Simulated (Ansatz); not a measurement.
**Resistivity from frozen vibrations: Nb(100) with 4 thermally displaced layers, 2x2**

How much do lattice vibrations at 80 K scatter the electrons of Nb? Layers with random displacements are laid between perfect leads, and the resistance is followed against their length.

Program: Ansatz 0.2.0. Level of theory: Ansatz plane-wave DFT, PBE, PAW files; ballistic transport by layer matching (Landauer), zero bias; PAW set soft_1. Results are calculated unless marked as measured.

## (1) Set-up

The cell holds 56 atoms: 56 Nb. Cell: a = 6.613 Å, b = 6.613 Å, c = 23.144 Å, α = 90.0°, β = 90.0°, γ = 90.0°. It derives from Nb. Regions: lead, 40 atoms (40 Nb); scattering region, 16 atoms (16 Nb). The structure is stacked along c, and the current runs across the ab planes.

## (2) With 4 displaced layers

Each atom of 4 layers is moved at random, by amounts drawn from a normal law 0.0463 Å wide in each direction from the Debye model (275 K) at 80 K. The layers about the cell's end stay perfect and serve as the lead. Disorder leaves little or no symmetry, which makes such runs dear. Energies from -0.05 to 0.05 eV in steps of 0.05 eV are too few for the program's thermal sum, so it prints no conductance; for a metal the transmission near the Fermi level serves, at a fraction of the cost.

The input, input.yaml:

```yaml
crystal:
  lattice:
    - [6.6126, 0.0, 0.0]
    - [0.0, 6.6126, 0.0]
    - [0.0, 0.0, 23.1441]
  atoms:
    - { symbol: Nb, position: [0.0, 0.0, 0.0357142857] }
    - { symbol: Nb, position: [0.0, 0.5, 0.0357142857] }
    - { symbol: Nb, position: [0.5, 0.0, 0.0357142857] }
    - { symbol: Nb, position: [0.5, 0.5, 0.0357142857] }
    - { symbol: Nb, position: [0.25, 0.25, 0.1071428571] }
    - { symbol: Nb, position: [0.25, 0.75, 0.1071428571] }
    - { symbol: Nb, position: [0.75, 0.25, 0.1071428571] }
    - { symbol: Nb, position: [0.75, 0.75, 0.1071428571] }
    - { symbol: Nb, position: [0.0, 0.0, 0.1785714286] }
    - { symbol: Nb, position: [0.0, 0.5, 0.1785714286] }
    - { symbol: Nb, position: [0.5, 0.0, 0.1785714286] }
    - { symbol: Nb, position: [0.5, 0.5, 0.1785714286] }
    - { symbol: Nb, position: [0.25, 0.25, 0.25] }
    - { symbol: Nb, position: [0.25, 0.75, 0.25] }
    - { symbol: Nb, position: [0.75, 0.25, 0.25] }
    - { symbol: Nb, position: [0.75, 0.75, 0.25] }
    - { symbol: Nb, position: [0.0, 0.0, 0.3214285714] }
    - { symbol: Nb, position: [0.0, 0.5, 0.3214285714] }
    - { symbol: Nb, position: [0.5, 0.0, 0.3214285714] }
    - { symbol: Nb, position: [0.5, 0.5, 0.3214285714] }
    - { symbol: Nb, position: [0.250881042, 0.2490742883, 0.3941393423] }
    - { symbol: Nb, position: [0.2507350772, 0.7462463501, 0.3935810976] }
    - { symbol: Nb, position: [0.7591376508, 0.2566365758, 0.3914481844] }
    - { symbol: Nb, position: [0.7411326847, 0.7456324661, 0.3929398822] }
    - { symbol: Nb, position: [0.9837075778, 0.9984668391, 0.4617912579] }
    - { symbol: Nb, position: [0.9948687093, 0.4961861592, 0.4636524452] }
    - { symbol: Nb, position: [0.5028844601, 0.0073053089, 0.4640283732] }
    - { symbol: Nb, position: [0.509575357, 0.4953387144, 0.4649894777] }
    - { symbol: Nb, position: [0.2563309776, 0.2506587818, 0.5342257151] }
    - { symbol: Nb, position: [0.243541101, 0.7467925317, 0.5361551416] }
    - { symbol: Nb, position: [0.7429252009, 0.2485342229, 0.535395499] }
    - { symbol: Nb, position: [0.7537899217, 0.7515042025, 0.5364257826] }
    - { symbol: Nb, position: [0.995418361, 0.9990917453, 0.6087124658] }
    - { symbol: Nb, position: [0.0104650704, 0.4911772234, 0.6101739058] }
    - { symbol: Nb, position: [0.5094310883, 0.005474962, 0.6076723276] }
    - { symbol: Nb, position: [0.4978002171, 0.5102169351, 0.6110675187] }
    - { symbol: Nb, position: [0.25, 0.25, 0.6785714286] }
    - { symbol: Nb, position: [0.25, 0.75, 0.6785714286] }
    - { symbol: Nb, position: [0.75, 0.25, 0.6785714286] }
    - { symbol: Nb, position: [0.75, 0.75, 0.6785714286] }
    - { symbol: Nb, position: [0.0, 0.0, 0.75] }
    - { symbol: Nb, position: [0.0, 0.5, 0.75] }
    - { symbol: Nb, position: [0.5, 0.0, 0.75] }
    - { symbol: Nb, position: [0.5, 0.5, 0.75] }
    - { symbol: Nb, position: [0.25, 0.25, 0.8214285714] }
    - { symbol: Nb, position: [0.25, 0.75, 0.8214285714] }
    - { symbol: Nb, position: [0.75, 0.25, 0.8214285714] }
    - { symbol: Nb, position: [0.75, 0.75, 0.8214285714] }
    - { symbol: Nb, position: [0.0, 0.0, 0.8928571429] }
    - { symbol: Nb, position: [0.0, 0.5, 0.8928571429] }
    - { symbol: Nb, position: [0.5, 0.0, 0.8928571429] }
    - { symbol: Nb, position: [0.5, 0.5, 0.8928571429] }
    - { symbol: Nb, position: [0.25, 0.25, 0.9642857143] }
    - { symbol: Nb, position: [0.25, 0.75, 0.9642857143] }
    - { symbol: Nb, position: [0.75, 0.25, 0.9642857143] }
    - { symbol: Nb, position: [0.75, 0.75, 0.9642857143] }
kpoints:
  mp_grid: { grid: [4, 4, 1] }
hamiltonian:
  xc: pbe
  pseudopotentials: { kind: paw, azcp: { folder: soft_1 } }
scf:
  occupations: { method: fermi_dirac, width: 0.1 }
output:
  transmission: { leads: [[0, 4]], kmesh: [8, 8], e_range: [-0.05, 0.05], de: 0.05 }
  write_potential: true
  write_density: true
  volumetric_format: npy
  elf: true
```

The run is started by

```sh
ansatz run input.yaml --threads 4 --pin off --max-ram 15360MiB --backend cpu --events-out ev --progress --plain --runs-dir out
```

Numbers of over 12 decimals in the logs are rounded to 6 here.

The program printed:

```text
Engine: ansatz 0.2.0, aarch64-unknown-linux-gnu
Pseudopotentials: kind: paw
Pseudopotential: Nb, paw, valence charge 13, recommended cutoff 420 eV (normal), soft_1/Nb.paw.azcp
Functional definition: PBE
  parameter kappa = 0.804
  parameter beta = 0.066725
  exchange = pbe_x(kappa = kappa, mu = beta*pi^2/3)
  correlation = pbe_c(beta = beta)
Crystal: 56 atoms, lattice volume = 1012.010 Å³
Basis set: ecut = 420 eV, 19757 PW (Γ)
Bands: 437, of which v1, the nominal top of the filled ones, is band 364 counted from 1 (363 counted from 0)
Symmetry: 1 space group operations
Space group: P1 (ITA 1), of the structure as read, at distance tolerance 1.0e-4 Å
k-points: 10 of 16 (time reversal used)
Non-local potential: Nb, projectors of the file, l = 0: 3, l = 1: 2, l = 2: 2, l = 3: 1
PAW form: soft (Blöchl's): semilocal exchange-correlation on the pseudo side does not see the compensation charge
PAW one-centre angular grid: Nb, 590 points (default); XC on 64 Gauss nodes
Initial density: superposition of atomic densities (chi_scale 0.1, normalization cell)
Initial wavefunctions: pseudopotential atomic-orbital guess
Functional: x = pbe(κ = 0.804, μ = 0.219515), c = pbe(β = 0.066725)
SCF iter   1: F=—  HF=-254955.995541 eV  |F-HF|=—  |Δ(HF+E_count)|=         —  Δρ=7.77e-2  dr2=7.09e1  ethr=3.10e-3  ⟨swp⟩=5.7  Hψ=17200  notcnv=0
preconditioner: auto → Kerker (q_TF=auto, 2.583 Å⁻¹)  [metal: Δε(μ)=0.004 eV  Ē_g=3.742 eV  σ=0.100 eV  W_gap=0.01  n_scr=294 (ndim 8)  ℏωp=19.5 eV  f_vac=0.000  D(μ)=76.32/eV (n_scr^D=862)]
SCF iter   2: F=—  HF=-254938.245833 eV  |F-HF|=—  |Δ(HF+E_count)|=    1.77e1  Δρ=4.61e-2  dr2=2.31e1  ethr=3.10e-3  ⟨swp⟩=2.9  Hψ=9128  notcnv=0  defer=39
SCF iter   3: F=—  HF=-254930.787356 eV  |F-HF|=—  |Δ(HF+E_count)|=    7.46e0  Δρ=6.02e-3  dr2=1.84e-1  ethr=3.10e-3  ⟨swp⟩=3.5  Hψ=8827  notcnv=0  defer=39
SCF iter   4: F=—  HF=-254930.822160 eV  |F-HF|=—  |Δ(HF+E_count)|=   3.48e-2  Δρ=8.05e-4  dr2=7.09e-3  ethr=2.53e-5  ⟨swp⟩=3.8  Hψ=8570  notcnv=0  defer=7
SCF iter   5: F=—  HF=-254930.822669 eV  |F-HF|=—  |Δ(HF+E_count)|=   5.09e-4  Δρ=1.61e-4  dr2=1.44e-4  ethr=9.75e-7  ⟨swp⟩=2.3  Hψ=6873  notcnv=0  defer=7
SCF iter   6: F=—  HF=-254930.822746 eV  |F-HF|=—  |Δ(HF+E_count)|=   7.68e-5  Δρ=2.45e-5  dr2=4.31e-6  ethr=1.98e-8  ⟨swp⟩=2.5  Hψ=7006  notcnv=0  defer=7
SCF iter   7: F=—  HF=-254930.822037 eV  |F-HF|=—  |Δ(HF+E_count)|=   7.09e-4  Δρ=3.58e-6  dr2=9.45e-8  ethr=1.37e-11  ⟨swp⟩=8.4  Hψ=14283  notcnv=0
SCF iter   8: F=-254930.822037 eV  HF=-254930.822037 eV  |F-HF|=3.78e-10  |Δ(HF+E_count)|=   1.86e-8  Δρ=7.73e-7  dr2=4.62e-9  ethr=1.30e-11  ⟨swp⟩=1.0  Hψ=10581  notcnv=0
SCF 1 converged in 8 iterations: F = -254930.822037 eV  dr2 = 4.62e-9
  greatest PAW one-centre occupation: 0.998 electrons in one spin orbital (limit 2), on the Nb atom at site 43 (counted from 0), in its partial waves of l = 0
transmission: 144 of 1428 steps passed
transmission: 288 of 1428 steps passed
[...]
transmission: 1428 of 1428 steps passed
SCF converged after 8 iterations
Free energy (F): -254930.822037 eV
Harris-Foulkes:  -254930.822037 eV  (|F-HF|=3.78e-10)
Internal energy: -254928.171974 eV  (E = F + TS)
E sigma→0 (E₀):  -254929.497005 eV
Entropy (-TS):   -2.650063 eV (-47.323 meV/atom)
Fermi energy:    17.736781 eV
--- Per-component energies (eV) ---
  E_band       = -3808.951227
  E_kinetic    = 20913.650954
  E_local      = -36384.304115  (includes V_loc(G=0)·N_el)
  E_nonlocal   = 5317.591737
  E_hartree    = 12094.643560
  E_xc         = -9288.021307
  E_vxc        = -11246.351628  (∫ρ·V_xc dr)
  E_paw        = -172604.860115  (= ΣΔE_a)
  E_vpaw       = -6598.829942  (= ΣTr[D̂ρ^β])
  E_aug_tail   = 0.002118  (compensation charges beyond the density's cutoff)
  E_ewald      = -74976.874807
  E_smearing   = -2.650063  (= −TS)
  E_closure    = 0.000000  (closes the sum)
  Σ components = -254930.822037   (vs F -254930.822037, Δ=0.00e0)
--- Band table (eV; the first three rows and the last of 10) ---
  k-point 0: bands = [... 360 lower, 18.0647, 18.0806, 18.0852, 18.0923, 18.0961, 18.1084, 18.2649, 18.2942, ... 69 higher]
  k-point 1: bands = [... 360 lower, 17.9342, 17.9474, 17.9725, 17.9799, 18.0023, 18.0603, 18.0740, 18.1919, ... 69 higher]
  k-point 2: bands = [... 360 lower, 17.6577, 17.6748, 17.6903, 17.6983, 17.7184, 17.7319, 17.7406, 17.7469, ... 69 higher]
  k-point 9: bands = [... 360 lower, 17.0928, 17.0984, 17.1024, 17.1148, 17.1371, 17.1450, 17.1509, 17.1841, ... 69 higher]
--- Transmission ---
  basis      : 385 plane waves across, 42 finite elements along
  points     : 34, standing for a mesh of 8 x 8
  energies   : 3 from -0.050000 to 0.050000 eV about the Fermi level, 0.050000 eV apart; the leads are filled to 0.000000 eV, and channels, transmission and decay are at 0.000000 eV
  crystal 0  : Nb4, at the sites [0, 4], period 1.6531 Å, over 16.53 Å; its Hamiltonian steps by up to 2.5 meV
    offset         : up to 0.0000 Å between an atom of the period and one for which it stands
    channels       : 1.060938e1 a spin
    conductance    : none, the energies end too early or step too widely for 300 K: set another output.transmission.e_range or a lower de, or, where they end at an eighth of basis.ecutwfc, a higher one
  junction   : crystal 0 to crystal 0, 0.70 to 22.19 Å
    transmission   : 9.590688e0 a spin
    conductance    : none, the energies end too early or step too widely for 300 K: set another output.transmission.e_range or a lower de, or, where they end at an eighth of basis.ecutwfc, a higher one
```

Elapsed: 20 min, on 4 threads of Arm Neoverse V1, shared host; peak memory 8.3 GiB; 64 min of CPU time.

Numbers from this step:

| Quantity | Value |
| --- | --- |
| free energy | -254930.8220 eV |
| energy at zero smearing | -254929.4970 eV |
| Fermi energy | 17.74 eV |
| cell area | 43.73 Å² |
| transmission per spin nearest the Fermi level | 9.591 |
| open channels per spin nearest the Fermi level | 10.61 |
| step of the lead's potential | 2.5 meV |

Per spin. The transmission, zone mean by energy, zero at the Fermi level:

| energy (eV) | transmission, zone mean |
| --- | --- |
| -0.0500 | 10.0 |
| 0.0000 | 9.59 |
| 0.0500 | 9.30 |

Per spin. The open channels, zone mean, lead by energy, zero at the Fermi level:

| energy (eV) | open channels, zone mean, lead |
| --- | --- |
| -0.0500 | 11.4 |
| 0.0000 | 10.6 |
| 0.0500 | 10.2 |

Transmission over k1 and k2. At 0.0000 eV from the Fermi level.

Ten even steps from '_' (3.9) to '@' (12.9):
```
__==++##@@##====
====++##@@##**==
++##############
##@@@@######@@@@
++##############
====**##@@##++==
__====##@@##++==
____==++##++==__
```
Columns: k1 (b1) from -0.5 to 0.375; rows upwards: k2 (b2) from -0.5 to 0.375.

Open channels over k1 and k2. At 0.0000 eV from the Fermi level.

Values, 8 rows by 8 columns:
```
 4.0  9.0  9.0 12.0 14.0 12.0  9.0  9.0
10.0  9.0 10.0 12.0 14.0 12.0 10.0  9.0
10.0 12.0 12.0 11.0 11.0 11.0 12.0 12.0
14.0 14.0 14.0 11.0 11.0 11.0 14.0 14.0
10.0 12.0 12.0 11.0 11.0 11.0 12.0 12.0
10.0  9.0 10.0 12.0 14.0 12.0 10.0  9.0
 4.0  9.0  9.0 12.0 14.0 12.0  9.0  9.0
 4.0  4.0 10.0 10.0 14.0 10.0 10.0  4.0
```
Columns: k1 (b1) from -0.5 to 0.375; rows upwards: k2 (b2) from -0.5 to 0.375.

Valence density in the ca plane at fractional y = 0.000, with atoms of Nb within 0.2 Å of it. It is the smooth field of the valence electrons, not physical close to the nuclei.

Values in e/Å³, 10 rows by 16 columns, each cell a mean:
```
3.1 1.9 0.2 2.1 2.9 0.3 1.5 4.0 0.5 0.4 3.7 1.4 0.3 2.8 2.2 0.2
0.5 0.4 0.2 0.4 0.5 0.2 0.4 0.8 0.3 0.2 0.6 0.3 0.2 0.5 0.4 0.2
0.2 0.2 0.2 0.2 0.2 0.2 0.2 0.2 0.2 0.2 0.2 0.2 0.2 0.2 0.2 0.2
1.0 0.6 0.2 0.7 0.9 0.2 0.4 1.2 0.3 0.3 1.4 0.5 0.2 0.9 0.7 0.2
3.8 2.4 0.2 2.6 3.5 0.3 1.5 4.4 0.7 0.6 4.4 1.7 0.3 3.4 2.8 0.2
3.1 1.9 0.2 2.1 2.9 0.3 1.1 3.5 0.5 0.4 3.3 1.1 0.3 2.8 2.2 0.2
0.5 0.4 0.2 0.4 0.5 0.2 0.3 0.5 0.2 0.2 0.4 0.3 0.2 0.5 0.4 0.2
0.2 0.2 0.2 0.2 0.2 0.2 0.2 0.2 0.2 0.2 0.2 0.2 0.2 0.2 0.2 0.2
1.0 0.6 0.2 0.7 0.9 0.2 0.4 0.7 0.2 0.2 1.0 0.4 0.2 0.9 0.7 0.2
3.8 2.4 0.2 2.6 3.5 0.3 1.5 3.9 0.5 0.5 4.1 1.7 0.3 3.4 2.8 0.2
```
Columns run along c (16.0 Å, from fractional 0.15 to 0.85 of the cell), rows up along a (6.6 Å). Atoms in or near the plane, at fractional coordinates: Nb at (0.18, 0.00), Nb at (0.18, 0.50), Nb at (0.32, 0.00), Nb at (0.32, 0.50), Nb at (0.46, 0.98), Nb at (0.46, 0.50), Nb at (0.61, 0.00), Nb at (0.61, 0.51), Nb at (0.75, 0.00), Nb at (0.75, 0.50).

ELF in the ca plane at fractional y = 0.000, with atoms of Nb within 0.2 Å of it. It is the smooth field of the valence electrons, not physical close to the nuclei.

Ten even steps from '0' (0.17) to '9' (0.71), each cell a mean:
```
88595031188595031295394032078496032188595032
48872154148972253169982154148982144148872154
11111455311111454213321455311211455311111455
31124544542124545421024544542124544531124544
53245534553235544552246544553235544553245544
20013455420002455420013555420012455420013455
24531354124531254125541354126651254224531355
79994042179993032079894042179894042169994142
95186021185195021195185021185086021185185021
88595031188595032188695032079795031188595032
48872154148972254148862154137861253148872154
11111455311111455311101455310001455311111455
31124544542124544431124544542134544531124544
53245534553245544553345434553245534553245544
20013455420003455420013444420003455420013455
24531354124531355212311354114531354224531355
79994042179993142169982142069994042169994142
95186021185195021295494031086186021185185021
```
Columns run along c (16.0 Å, from fractional 0.15 to 0.85 of the cell), rows up along a (6.6 Å). Atoms in or near the plane, at fractional coordinates: Nb at (0.18, 0.00), Nb at (0.18, 0.50), Nb at (0.32, 0.00), Nb at (0.32, 0.50), Nb at (0.46, 0.98), Nb at (0.46, 0.50), Nb at (0.61, 0.00), Nb at (0.61, 0.51), Nb at (0.75, 0.00), Nb at (0.75, 0.50).

Electrostatic potential energy in the ca plane at fractional y = 0.000, with atoms of Nb within 0.2 Å of it. With pseudopotentials it is smooth inside the atoms' cores, unlike the true potential.

Ten even steps from '0' (-55 eV) to '9' (20 eV), each cell a mean:
```
41026999841026999730026999841015899841026999
64358999964358999852247999964347999964358999
98789999998789999987689999998789999998789999
99999999999999999999999999999999999999999999
99999999999999999999999999999999999999999999
99899999999899999999899999998899999999899999
86578999986578999986568999975468999986578999
52136999852137999852136999851026999852136999
30015899730015899730015899730015899730015899
41026999841026999841026999841026999841026999
64358999964358999974358999975458999964358999
98789999998789999998889999998889999998789999
99999999999999999999999999999999999999999999
99999999999999999999999999999999999999999999
99899999999899999999999999999999999999899999
86578999986578999987789999986678999986578999
52136999852137999853247999862136999852136999
30015899730015899730026999840015899730015899
```
Columns run along c (16.0 Å, from fractional 0.15 to 0.85 of the cell; values clipped at the 3rd and 97th percentile), rows up along a (6.6 Å). Atoms in or near the plane, at fractional coordinates: Nb at (0.18, 0.00), Nb at (0.18, 0.50), Nb at (0.32, 0.00), Nb at (0.32, 0.50), Nb at (0.46, 0.98), Nb at (0.46, 0.50), Nb at (0.61, 0.00), Nb at (0.61, 0.51), Nb at (0.75, 0.00), Nb at (0.75, 0.50).

Over the solved energies the transmission per spin lies between 9.30 and 10.0, out of 10.7 channels of the lead on average (up to 11.4).

(Continued in part 2 of 2.)

[Logs are printed without paths, hosts, clocks, repeated set-up lines and the standing remarks that a program may print on its own settings, such as how far it seeks lower states.]

[Hosts, paths, dates, database ids (printed as entryN), source tags and the programs' standing remarks are cut or masked in the printed files.]
